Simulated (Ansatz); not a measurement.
**Rb3BrF2: complex band structure**

Aim: relax a made-up compound, Rb3BrF2, and see how good a tunnel barrier it would be. It is built by putting F for I in the Rb3I2Br structure of space group Immm, with the volume rescaled by atomic radii. The parent structure comes from the Materials Project.

Calculated with Ansatz 0.2.0; PBE DFT, plane waves, PAW files, in the first sound run; inputs show where later runs differ.

The structure was built from a prototype and need not be the compound's stable phase.

### Step 1. The starting structure

It takes space group Immm (No. 71, orthorhombic). Conventional cell: a = 4.747 Å, b = 6.756 Å, c = 14.301 Å, α = 90.00°, β = 90.00°, γ = 90.00°. Rb has 2 Br at 3.25 Å and 4 F at 3.38 to 3.46 Å nearest. Rb has 2 Br at 3.38 Å and 4 F at 3.39 Å nearest. Nearest to F lie 6 Rb at 3.38 to 3.46 Å. Nearest to Br lie 6 Rb at 3.25 to 3.38 Å. It derives from Rb3I2Br. F for I in the Rb3I2Br structure of space group Immm. Farther neighbours and most contacts between anions are not listed.

Structure file:

```cif
data_structure
_symmetry_space_group_name_H-M 'P 1'
_symmetry_Int_Tables_number 1
_cell_length_a 8.2569
_cell_length_b 8.2569
_cell_length_c 8.2569
_cell_angle_alpha 146.586
_cell_angle_beta 131.699
_cell_angle_gamma 60.004
_cell_volume 229.35
loop_
_atom_site_label
_atom_site_type_symbol
_atom_site_fract_x
_atom_site_fract_y
_atom_site_fract_z
_atom_site_occupancy
Rb1 Rb 0.34521 0.34521 0.00000 1
Rb2 Rb 0.00000 0.00000 0.00000 1
Rb3 Rb 0.65479 0.65479 0.00000 1
F4 F 0.16915 0.66915 0.50000 1
F5 F 0.83085 0.33085 0.50000 1
Br6 Br 0.50000 0.00000 0.50000 1
```

### Step 2. Cell and atoms at rest

The substituted atoms don't fit the parent's cell, so cell and atoms relax together. A small smearing keeps the run stable in case the gap closes on the way.

The input, input.yaml:

```yaml
crystal:
  lattice:
    - [-2.3736389937, 3.378178034, 7.1505170053]
    - [2.3736389937, -3.378178034, 7.1505170053]
    - [2.3736389937, 3.378178034, -7.1505170053]
  atoms:
    - { symbol: Rb, position: [0.34521018, 0.34521018, 0.0] }
    - { symbol: Rb, position: [0.0, 0.0, 0.0] }
    - { symbol: Rb, position: [0.65478982, 0.65478982, 0.0] }
    - { symbol: F, position: [0.16915488, 0.66915488, 0.5] }
    - { symbol: F, position: [0.83084512, 0.33084512, 0.5] }
    - { symbol: Br, position: [0.5, 0.0, 0.5] }
kpoints:
  mp_grid: { grid: [6, 6, 6] }
scf:
  occupations: { method: gaussian, width: 0.03 }
hamiltonian:
  xc: pbe
output:
  forces: true
  stress: true
relax:
  f_tol: 0.02
  max_steps: 60
  cell: {}
```

On the command line:

```
$ ansatz run input.yaml --threads 2 --pin off --max-ram 4096MiB --backend cpu --events-out ev --progress --plain --runs-dir out
```

Numbers of over 12 decimals in the logs are rounded to 6 here.

What it wrote:

```text
basis.fft_grid_basis auto: the FFT boxes are laid along the combinations [[1, 0, 1], [0, 1, 1], [0, 0, 1]] of the cell's own vectors, 6.756, 4.747 and 8.257 Å long. The dense box has 48×32×60 points. Along the cell's own vectors, as sized, it would have 60×60×60, 2.34 times as many. Of the 8 symmetry operations that the crystal satisfies within crystal.symmetry.tolerance (time reversal apart; of a slab, those that ke [...]
Engine: ansatz 0.2.0, aarch64-unknown-linux-gnu
Pseudopotentials: kind: paw
Pseudopotential: Rb, paw, valence charge 9, recommended cutoff 420 eV (normal), Rb.paw.azcp
Pseudopotential: F, paw, valence charge 7, recommended cutoff 420 eV (normal), F.paw.azcp
Pseudopotential: Br, paw, valence charge 7, recommended cutoff 420 eV (normal), Br.paw.azcp
Functional definition: PBE
  parameter kappa = 0.804
  parameter beta = 0.066725
  exchange = pbe_x(kappa = kappa, mu = beta*pi^2/3)
  correlation = pbe_c(beta = beta)
Crystal: 6 atoms, lattice volume = 229.348 Å³
Basis set: ecut = 420 eV, 4475 PW (Γ), FFT grids on a1+a3, a2+a3, a3, exchange–correlation on 96×64×120 points (8 copies of the dense FFT grid, shifted against one another)
Bands: 30, of which v1, the nominal top of the filled ones, is band 24 counted from 1 (23 counted from 0)
Symmetry: 8 space group operations
Space group: Immm (ITA 71), of the structure as read, at distance tolerance 6.1e-5 Å
k-points: 46 of 216
Non-local potential: Rb, projectors of the file, l = 0: 3, l = 1: 2, l = 2: 2
Non-local potential: F, projectors of the file, l = 0: 2, l = 1: 2, l = 2: 1
Non-local potential: Br, projectors of the file, l = 0: 2, l = 1: 2, l = 2: 2
PAW form: soft (Blöchl's): semilocal exchange-correlation on the pseudo side does not see the compensation charge
PAW one-centre angular grid: Rb, 110 points (default); XC on 64 Gauss nodes
PAW one-centre angular grid: F, 110 points (default); XC on 64 Gauss nodes
PAW one-centre angular grid: Br, 110 points (default); XC on 64 Gauss nodes
Initial density: superposition of atomic densities (neutral atoms: chi_scale 0, normalization atom), corrected by the library's trained network
Initial wavefunctions: pseudopotential atomic-orbital guess
Functional: x = pbe(κ = 0.804, μ = 0.219515), c = pbe(β = 0.066725)
SCF iter   1: F=—  HF=-14209.182539 eV  |F-HF|=—  |Δ(HF+E_count)|=         —  Δρ=2.42e-3  dr2=2.36e-2  ethr=1.77e-3  ⟨swp⟩=11.4  Hψ=7715  notcnv=0  defer=1
preconditioner: auto → Resta (q_TF=auto, 2.102 Å⁻¹)  ε∞=2.7  [insulator: Δε(μ)=3.589 eV  Ē_g=11.554 eV  σ=0.030 eV  W_gap=1.00  n_scr=38 (ndim 8)  ℏωp=15.1 eV  f_vac=0.221  D(μ)=0.00/eV (n_scr^D=0)  ε∞_Penn≈2.7]
SCF iter   2: F=—  HF=-14209.178036 eV  |F-HF|=—  |Δ(HF+E_count)|=   4.50e-3  Δρ=1.92e-3  dr2=6.20e-3  ethr=4.92e-5  ⟨swp⟩=2.5  Hψ=2959  notcnv=0  defer=68
SCF iter   3: F=—  HF=-14209.176853 eV  |F-HF|=—  |Δ(HF+E_count)|=   1.18e-3  Δρ=4.58e-4  dr2=2.07e-3  ethr=1.29e-5  ⟨swp⟩=2.0  Hψ=2430  notcnv=0  defer=68
SCF iter   4: F=—  HF=-14209.176360 eV  |F-HF|=—  |Δ(HF+E_count)|=   4.93e-4  Δρ=2.19e-4  dr2=3.42e-4  ethr=4.32e-6  ⟨swp⟩=2.2  Hψ=1852  notcnv=0  defer=68
SCF iter   5: F=—  HF=-14209.176298 eV  |F-HF|=—  |Δ(HF+E_count)|=   6.22e-5  Δρ=5.11e-5  dr2=1.42e-5  ethr=7.14e-7  ⟨swp⟩=2.9  Hψ=2310  notcnv=0  defer=68
SCF iter   6: F=—  HF=-14209.176423 eV  |F-HF|=—  |Δ(HF+E_count)|=   1.25e-4  Δρ=8.27e-6  dr2=2.44e-7  ethr=2.96e-8  ⟨swp⟩=2.0  Hψ=2004  notcnv=0  defer=68
SCF iter   7: F=-14209.176423 eV  HF=-14209.176423 eV  |F-HF|=2.68e-8  |Δ(HF+E_count)|=   4.31e-7  Δρ=1.64e-6  dr2=9.73e-9  ethr=2.08e-10  ⟨swp⟩=5.0  Hψ=5571  notcnv=0
SCF 1 converged in 7 iterations: F = -14209.176423 eV  dr2 = 9.73e-9
  greatest PAW one-centre occupation: 0.973 electrons in one spin orbital (limit 2), on the Rb atom at site 2 (counted from 0), in its partial waves of l = 0
relax step   1: F+E_penalty+E_count = -14209.17642327 eV  Δ(F+E_penalty+E_count) = +0.000e0 eV  max|allowed force component| = 9.406e-1 eV/Å  Δτ_max = 0.0000 Å  P = -1.365 GPa  Ω = 229.348 Å³  (7 SCF iters, dr2 threshold 1.00e-7 eV, accepted)
Crystal: 6 atoms, lattice volume = 220.932 Å³
Basis set: ecut = 420 eV, 4351 PW (Γ), FFT grids on a1+a3, a2+a3, a3, exchange–correlation on 96×64×120 points (8 copies of the dense FFT grid, shifted against one another)
Initial density: handed on by an earlier stage of this run
Initial wavefunctions: those handed on with the density
iter 1 solved again at ethr=5.95e-4 eV; its pass at ethr=3.10e-3 eV (dr2=2.86e-1 eV) is discarded
SCF iter   1: F=—  HF=-14209.668460 eV  |F-HF|=—  |Δ(HF+E_count)|=         —  Δρ=1.04e-2  dr2=2.97e-1  ethr=5.95e-4  ⟨swp⟩=1.2  Hψ=8245  notcnv=0
preconditioner: auto → Resta (q_TF=auto, 2.115 Å⁻¹)  ε∞=2.8  [insulator: Δε(μ)=3.847 eV  Ē_g=11.602 eV  σ=0.030 eV  W_gap=1.00  n_scr=38 (ndim 8)  ℏωp=15.4 eV  f_vac=0.194  D(μ)=0.00/eV (n_scr^D=0)  ε∞_Penn≈2.8]
SCF iter   2: F=—  HF=-14209.577127 eV  |F-HF|=—  |Δ(HF+E_count)|=   9.13e-2  Δρ=4.98e-3  dr2=5.10e-2  ethr=5.95e-4  ⟨swp⟩=3.0  Hψ=2607  notcnv=0
SCF iter   3: F=—  HF=-14209.564817 eV  |F-HF|=—  |Δ(HF+E_count)|=   1.23e-2  Δρ=3.15e-3  dr2=1.62e-2  ethr=1.06e-4  ⟨swp⟩=3.1  Hψ=2902  notcnv=0
SCF iter   4: F=—  HF=-14209.561107 eV  |F-HF|=—  |Δ(HF+E_count)|=   3.71e-3  Δρ=7.05e-4  dr2=6.96e-4  ethr=3.37e-5  ⟨swp⟩=2.0  Hψ=2917  notcnv=0  defer=65
SCF iter   5: F=—  HF=-14209.561178 eV  |F-HF|=—  |Δ(HF+E_count)|=   7.03e-5  Δρ=7.35e-5  dr2=1.80e-5  ethr=1.45e-6  ⟨swp⟩=2.4  Hψ=2391  notcnv=0  defer=65
SCF iter   6: F=—  HF=-14209.561299 eV  |F-HF|=—  |Δ(HF+E_count)|=   1.22e-4  Δρ=1.64e-5  dr2=7.71e-7  ethr=3.75e-8  ⟨swp⟩=2.0  Hψ=2034  notcnv=0  defer=65
SCF iter   7: F=-14209.561300 eV  HF=-14209.561300 eV  |F-HF|=4.51e-8  |Δ(HF+E_count)|=   7.21e-7  Δρ=3.93e-6  dr2=5.54e-8  ethr=1.25e-9  ⟨swp⟩=5.0  Hψ=5292  notcnv=0
SCF 2 converged in 7 iterations: F = -14209.561300 eV  dr2 = 5.54e-8
  greatest PAW one-centre occupation: 0.973 electrons in one spin orbital (limit 2), on the Rb atom at site 1 (counted from 0), in its partial waves of l = 0
relax step   2: F+E_penalty+E_count = -14209.56129997 eV  Δ(F+E_penalty+E_count) = -3.849e-1 eV  max|allowed force component| = 5.794e-1 eV/Å  Δτ_max = 0.1950 Å  P = -1.584 GPa  Ω = 220.932 Å³  energy of the carried Pulay correction = +5.819e-3 eV  (7 SCF iters, dr2 threshold 6.00e-7 eV, accepted)
Crystal: 6 atoms, lattice volume = 207.789 Å³
Basis set: ecut = 420 eV, 4047 PW (Γ), FFT grids on a1+a3, a2+a3, a3, exchange–correlation on 96×64×120 points (8 copies of the dense FFT grid, shifted against one another)
iter 1 solved again at ethr=4.74e-4 eV; its pass at ethr=3.10e-3 eV (dr2=2.27e-1 eV) is discarded
SCF iter   1: F=—  HF=-14209.962297 eV  |F-HF|=—  |Δ(HF+E_count)|=         —  Δρ=9.77e-3  dr2=2.37e-1  ethr=4.74e-4  ⟨swp⟩=1.2  Hψ=8422  notcnv=0
preconditioner: auto → Resta (q_TF=auto, 2.137 Å⁻¹)  ε∞=2.8  [insulator: Δε(μ)=4.089 eV  Ē_g=11.721 eV  σ=0.030 eV  W_gap=1.00  n_scr=38 (ndim 8)  ℏωp=15.9 eV  f_vac=0.162  D(μ)=0.00/eV (n_scr^D=0)  ε∞_Penn≈2.8]
SCF iter   2: F=—  HF=-14209.894252 eV  |F-HF|=—  |Δ(HF+E_count)|=   6.80e-2  Δρ=5.20e-3  dr2=4.27e-2  ethr=4.74e-4  ⟨swp⟩=2.8  Hψ=2570  notcnv=0
SCF iter   3: F=—  HF=-14209.883341 eV  |F-HF|=—  |Δ(HF+E_count)|=   1.09e-2  Δρ=2.00e-3  dr2=9.44e-3  ethr=8.90e-5  ⟨swp⟩=3.0  Hψ=3117  notcnv=0  defer=71
SCF iter   4: F=—  HF=-14209.881014 eV  |F-HF|=—  |Δ(HF+E_count)|=   2.33e-3  Δρ=5.94e-4  dr2=5.36e-4  ethr=1.97e-5  ⟨swp⟩=2.1  Hψ=2337  notcnv=0  defer=71
SCF iter   5: F=—  HF=-14209.881233 eV  |F-HF|=—  |Δ(HF+E_count)|=   2.19e-4  Δρ=7.72e-5  dr2=1.32e-5  ethr=1.12e-6  ⟨swp⟩=2.7  Hψ=2531  notcnv=0  defer=71
SCF iter   6: F=-14209.881248 eV  HF=-14209.881248 eV  |F-HF|=5.74e-7  |Δ(HF+E_count)|=   1.45e-5  Δρ=1.13e-5  dr2=3.23e-7  ethr=1.25e-9  ⟨swp⟩=4.0  Hψ=6658  notcnv=0
SCF 3 converged in 6 iterations: F = -14209.881248 eV  dr2 = 3.23e-7
relax step   3: F+E_penalty+E_count = -14209.88124842 eV  Δ(F+E_penalty+E_count) = -3.199e-1 eV  max|allowed force component| = 3.580e-1 eV/Å  Δτ_max = 0.1945 Å  P = -1.383 GPa  Ω = 207.789 Å³  energy of the carried Pulay correction = +1.536e-2 eV  (6 SCF iters, dr2 threshold 6.00e-7 eV, accepted)
[... from here on, the SCF cycles and remarks between the steps are left out ...]
relax step   4: F+E_penalty+E_count = -14210.09932696 eV  Δ(F+E_penalty+E_count) = -2.181e-1 eV  max|allowed force component| = 7.093e-2 eV/Å  Δτ_max = 0.1948 Å  P = -0.547 GPa  Ω = 192.690 Å³  energy of the carried Pulay correction = +2.705e-2 eV  (7 SCF iters, dr2 threshold 6.00e-7 eV, accepted)
relax step   5: F+E_penalty+E_count = -14210.13732536 eV  Δ(F+E_penalty+E_count) = -3.800e-2 eV  max|allowed force component| = 1.030e-1 eV/Å  Δτ_max = 0.0881 Å  P = +0.181 GPa  Ω = 183.165 Å³  energy of the carried Pulay correction = +3.487e-2 eV  (6 SCF iters, dr2 threshold 6.00e-7 eV, accepted)
relax step   6: F+E_penalty+E_count = -14210.14499388 eV  Δ(F+E_penalty+E_count) = -7.669e-3 eV  max|allowed force component| = 1.497e-2 eV/Å  Δτ_max = 0.0333 Å  P = +0.052 GPa  Ω = 184.247 Å³  energy of the carried Pulay correction = +3.396e-2 eV  (6 SCF iters, dr2 threshold 6.00e-7 eV, accepted)
relax step   7: F+E_penalty+E_count = -14210.14632700 eV  Δ(F+E_penalty+E_count) = -1.333e-3 eV  max|allowed force component| = 1.233e-2 eV/Å  Δτ_max = 0.0115 Å  P = +0.046 GPa  Ω = 184.373 Å³  energy of the carried Pulay correction = +3.386e-2 eV  (6 SCF iters, dr2 threshold 1.49e-7 eV, accepted)
relax step   8: F+E_penalty+E_count = -14210.14620589 eV  Δ(F+E_penalty+E_count) = +1.211e-4 eV  max|allowed force component| = 1.782e-3 eV/Å  Δτ_max = 0.0078 Å  P = -0.001 GPa  Ω = 184.948 Å³  energy of the carried Pulay correction = +3.338e-2 eV  (6 SCF iters, dr2 threshold 2.28e-8 eV, accepted)
relax step   9: F+E_penalty+E_count = -14210.13685642 eV  Δ(F+E_penalty+E_count) = +9.349e-3 eV  max|allowed force component| = 1.638e-3 eV/Å  Δτ_max = 0.0000 Å  P = -0.129 GPa  Ω = 184.948 Å³  stress off target by 1.49e-1 GPa  SCF on the basis re-selected at this cell (its energy is not comparable with the rows above)  (6 SCF iters)
relax step  10: F+E_penalty+E_count = -14210.13860470 eV  Δ(F+E_penalty+E_count) = -1.748e-3 eV  max|allowed force component| = 6.969e-3 eV/Å  Δτ_max = 0.0011 Å  P = +0.029 GPa  Ω = 183.413 Å³  energy of the carried Pulay correction = +1.262e-3 eV  (6 SCF iters, dr2 threshold 5.52e-8 eV, accepted)
relax step  11: F+E_penalty+E_count = -14210.13850612 eV  Δ(F+E_penalty+E_count) = +9.858e-5 eV  max|allowed force component| = 4.043e-4 eV/Å  Δτ_max = 0.0023 Å  P = +0.001 GPa  Ω = 183.599 Å³  energy of the carried Pulay correction = +1.111e-3 eV  (6 SCF iters, dr2 threshold 6.26e-9 eV, accepted)
iter 1 solved again at ethr=1.26e-7 eV; its pass at ethr=3.10e-3 eV (dr2=6.06e-5 eV) is discarded
SCF iter   1: F=—  HF=-14210.137643 eV  |F-HF|=—  |Δ(HF+E_count)|=         —  Δρ=3.38e-5  dr2=3.20e-7  ethr=1.26e-7  ⟨swp⟩=4.0  Hψ=12427  notcnv=0
preconditioner: auto → Resta (q_TF=auto, 2.182 Å⁻¹)  ε∞=3.0  [insulator: Δε(μ)=4.157 eV  Ē_g=12.067 eV  σ=0.030 eV  W_gap=1.00  n_scr=38 (ndim 8)  ℏωp=16.9 eV  f_vac=0.126  D(μ)=0.00/eV (n_scr^D=0)  ε∞_Penn≈3.0]
SCF iter   2: F=—  HF=-14210.137525 eV  |F-HF|=—  |Δ(HF+E_count)|=   1.19e-4  Δρ=1.46e-5  dr2=1.23e-7  ethr=6.67e-10  ⟨swp⟩=2.4  Hψ=2391  notcnv=0
SCF iter   3: F=—  HF=-14210.137525 eV  |F-HF|=—  |Δ(HF+E_count)|=   5.31e-8  Δρ=7.61e-6  dr2=1.32e-8  ethr=2.56e-10  ⟨swp⟩=2.0  Hψ=1663  notcnv=0
SCF iter   4: F=—  HF=-14210.137525 eV  |F-HF|=—  |Δ(HF+E_count)|=   2.17e-8  Δρ=2.86e-7  dr2=8.44e-11  ethr=2.76e-11  ⟨swp⟩=2.0  Hψ=2266  notcnv=0
SCF iter   5: F=-14210.137525 eV  HF=-14210.137525 eV  |F-HF|=1.09e-11  |Δ(HF+E_count)|=  1.00e-10  Δρ=8.16e-8  dr2=8.68e-12  ethr=1.00e-12  ⟨swp⟩=5.0  Hψ=5269  notcnv=0
SCF 12 converged in 5 iterations: F = -14210.137525 eV  dr2 = 8.68e-12
relax step  12: F+E_penalty+E_count = -14210.13752474 eV  Δ(F+E_penalty+E_count) = +9.814e-4 eV  max|allowed force component| = 3.852e-4 eV/Å  Δτ_max = 0.0000 Å  P = -0.008 GPa  Ω = 183.599 Å³  stress off target by 9.31e-3 GPa  SCF on the basis re-selected at this cell (its energy is not comparable with the rows above)  (5 SCF iters)
basis re-selected at this cell: Δ(F+E_penalty+E_count) = +9.814e-4 eV, ΔP = -0.010 GPa vs the last step (what re-selecting the basis moved, of the pressure what is left beyond the Pulay correction that the steps carried, after the strain that the cell walked since its last selection, with what the two solves' SCF thresholds leave and, on support functions, any second-order correction that the steps lacked; it is no m [...]
SCF converged after 5 iterations
Free energy (F): -14210.137525 eV
Harris-Foulkes:  -14210.137525 eV  (|F-HF|=1.09e-11)
Internal energy: -14210.137525 eV  (E = F + TS)
E sigma→0 (E₀):  -14210.137525 eV
Fermi energy:    3.797368 eV
--- Per-component energies (eV) ---
  E_band       = -336.325124
  E_kinetic    = 1126.643361
  E_local      = -3291.809676  (includes V_loc(G=0)·N_el)
  E_nonlocal   = 736.139311
  E_hartree    = 1035.019601
  E_xc         = -819.852490
  E_vxc        = -723.838106  (∫ρ·V_xc dr)
  E_paw        = -10500.751594  (= ΣΔE_a)
  E_vpaw       = -253.503346  (= ΣTr[D̂ρ^β])
  E_aug_tail   = 0.004094  (compensation charges beyond the density's cutoff)
  E_ewald      = -2495.530133
  E_smearing   = -0.000000  (= −TS)
  E_closure    = 0.000000  (closes the sum)
  Σ components = -14210.137525   (vs F -14210.137525, Δ=0.00e0)
--- Forces (eV/Å), atoms counted from 1 ---
  atom   1  Rb     0.00000000     0.00000000    -0.00038524
  atom   2  Rb     0.00000000    -0.00000000     0.00000000
  atom   3  Rb    -0.00000000    -0.00000000     0.00038524
  atom   4  F     -0.00000000     0.00000000     0.00000913
  atom   5  F      0.00000000    -0.00000000    -0.00000913
  atom   6  Br    -0.00000000     0.00000000    -0.00000000
  max |Σ_I F_I| component: 5.42e-20 eV/Å
--- Stress (GPa, compression-positive) ---
       -0.007076       0.000000       0.000000
        0.000000      -0.009314      -0.000000
        0.000000      -0.000000      -0.008359
  P = ⅓ Tr σ = -0.0083 GPa (-0.083 kbar)
--- Relaxed structure (10 steps of the walk, 10 accepted, 2 SCFs on fresh bases) ---
  F+E_penalty+E_count = -14210.13752474 eV   max|allowed force component| = 3.852e-4 eV/Å   (the final SCF, on the basis selected at the relaxed cell)
  cell:  # Å, volume = 183.5989 Å³
    - [-2.128344, 3.282740, 6.569490]
    - [2.128344, -3.282740, 6.569490]
    - [2.128344, 3.282740, -6.569490]
  atoms:
    - { symbol: Rb, position: [0.300509, 0.300509, 0] }
    - { symbol: Rb, position: [8.895374614917699e-19, 8.895374614917699e-19, 0] }
    - { symbol: Rb, position: [0.699491, 0.699491, 0] }
    - { symbol: F, position: [0.166445, 0.666445, 0.5] }
    - { symbol: F, position: [0.833555, 0.333555, 0.5] }
    - { symbol: Br, position: [0.5, 8.895374614917699e-19, 0.5] }
```

Elapsed: 63 s, on 2 threads of Arm Neoverse V2, shared host; peak memory 0.6 GiB.

Relaxation path:

```tsv
step	energy less that of the first step (eV)	largest force component (eV/Å)	pressure (GPa)	volume (Å³)
1	0.0000	0.9406	-1.37	229.35
2	-0.3849	0.5794	-1.58	220.93
3	-0.7048	0.3580	-1.38	207.79
4	-0.9229	0.0709	-0.55	192.69
5	-0.9609	0.1030	0.18	183.16
6	-0.9686	0.0150	0.05	184.25
7	-0.9699	0.0123	0.05	184.37
8	-0.9698	0.0018	0.00	184.95
9*	-0.9604	0.0016	-0.13	184.95
10	-0.9622	0.0070	0.03	183.41
11	-0.9621	0.0004	0.00	183.60
12*	-0.9611	0.0004	-0.01	183.60
```

Relaxation steps marked * repeat the geometry before them on a plane-wave basis chosen anew for their cell, so energy and pressure can jump there.

Forces are held to the 8 operations that the run works with; a distortion that breaks them can't arise in this run.

```tsv
conventional cell, symmetrised	before	after	change
a (Å)	4.747	4.257	-10.3 %
b (Å)	6.756	6.565	-2.8 %
c (Å)	14.301	13.139	-8.1 %
volume (Å³/atom)	38.22	30.60	-19.9 %
```

The atoms that moved most (Å, as changes of fractional coordinates times the final cell):

```tsv
atom	dx	dy	dz	length
Rb1	0.000	0.000	-0.587	0.587
Rb3	0.000	0.000	0.587	0.587
F5	0.000	0.000	0.036	0.036
F4	0.000	0.000	-0.036	0.036
```

Final coordinates:

```cif
data_structure
_symmetry_space_group_name_H-M 'P 1'
_symmetry_Int_Tables_number 1
_cell_length_a 7.6462
_cell_length_b 7.6462
_cell_length_c 7.6462
_cell_angle_alpha 147.676
_cell_angle_beta 129.150
_cell_angle_gamma 61.550
_cell_volume 183.60
loop_
_atom_site_label
_atom_site_type_symbol
_atom_site_fract_x
_atom_site_fract_y
_atom_site_fract_z
_atom_site_occupancy
Rb1 Rb 0.30051 0.30051 0.00000 1
Rb2 Rb 0.00000 0.00000 0.00000 1
Rb3 Rb 0.69949 0.69949 0.00000 1
F4 F 0.16644 0.66644 0.50000 1
F5 F 0.83356 0.33356 0.50000 1
Br6 Br 0.50000 0.00000 0.50000 1
```

This step gave:

| Property | Result |
| --- | --- |
| free energy | -14210.1375 eV |
| Fermi energy | 3.797 eV |
| pressure | -0.008250 GPa |

The largest force component on a free atom ends at 3.9e-4 eV/Å.

(Part 1 of 2 ends here.)

[Logs are printed without paths, hosts, clocks, repeated set-up lines and the standing remarks that a program may print on its own settings, such as how far it seeks lower states.]

[Hosts, paths, dates, database ids (printed as entryN), source tags and the programs' standing remarks are cut or masked in the printed files.]
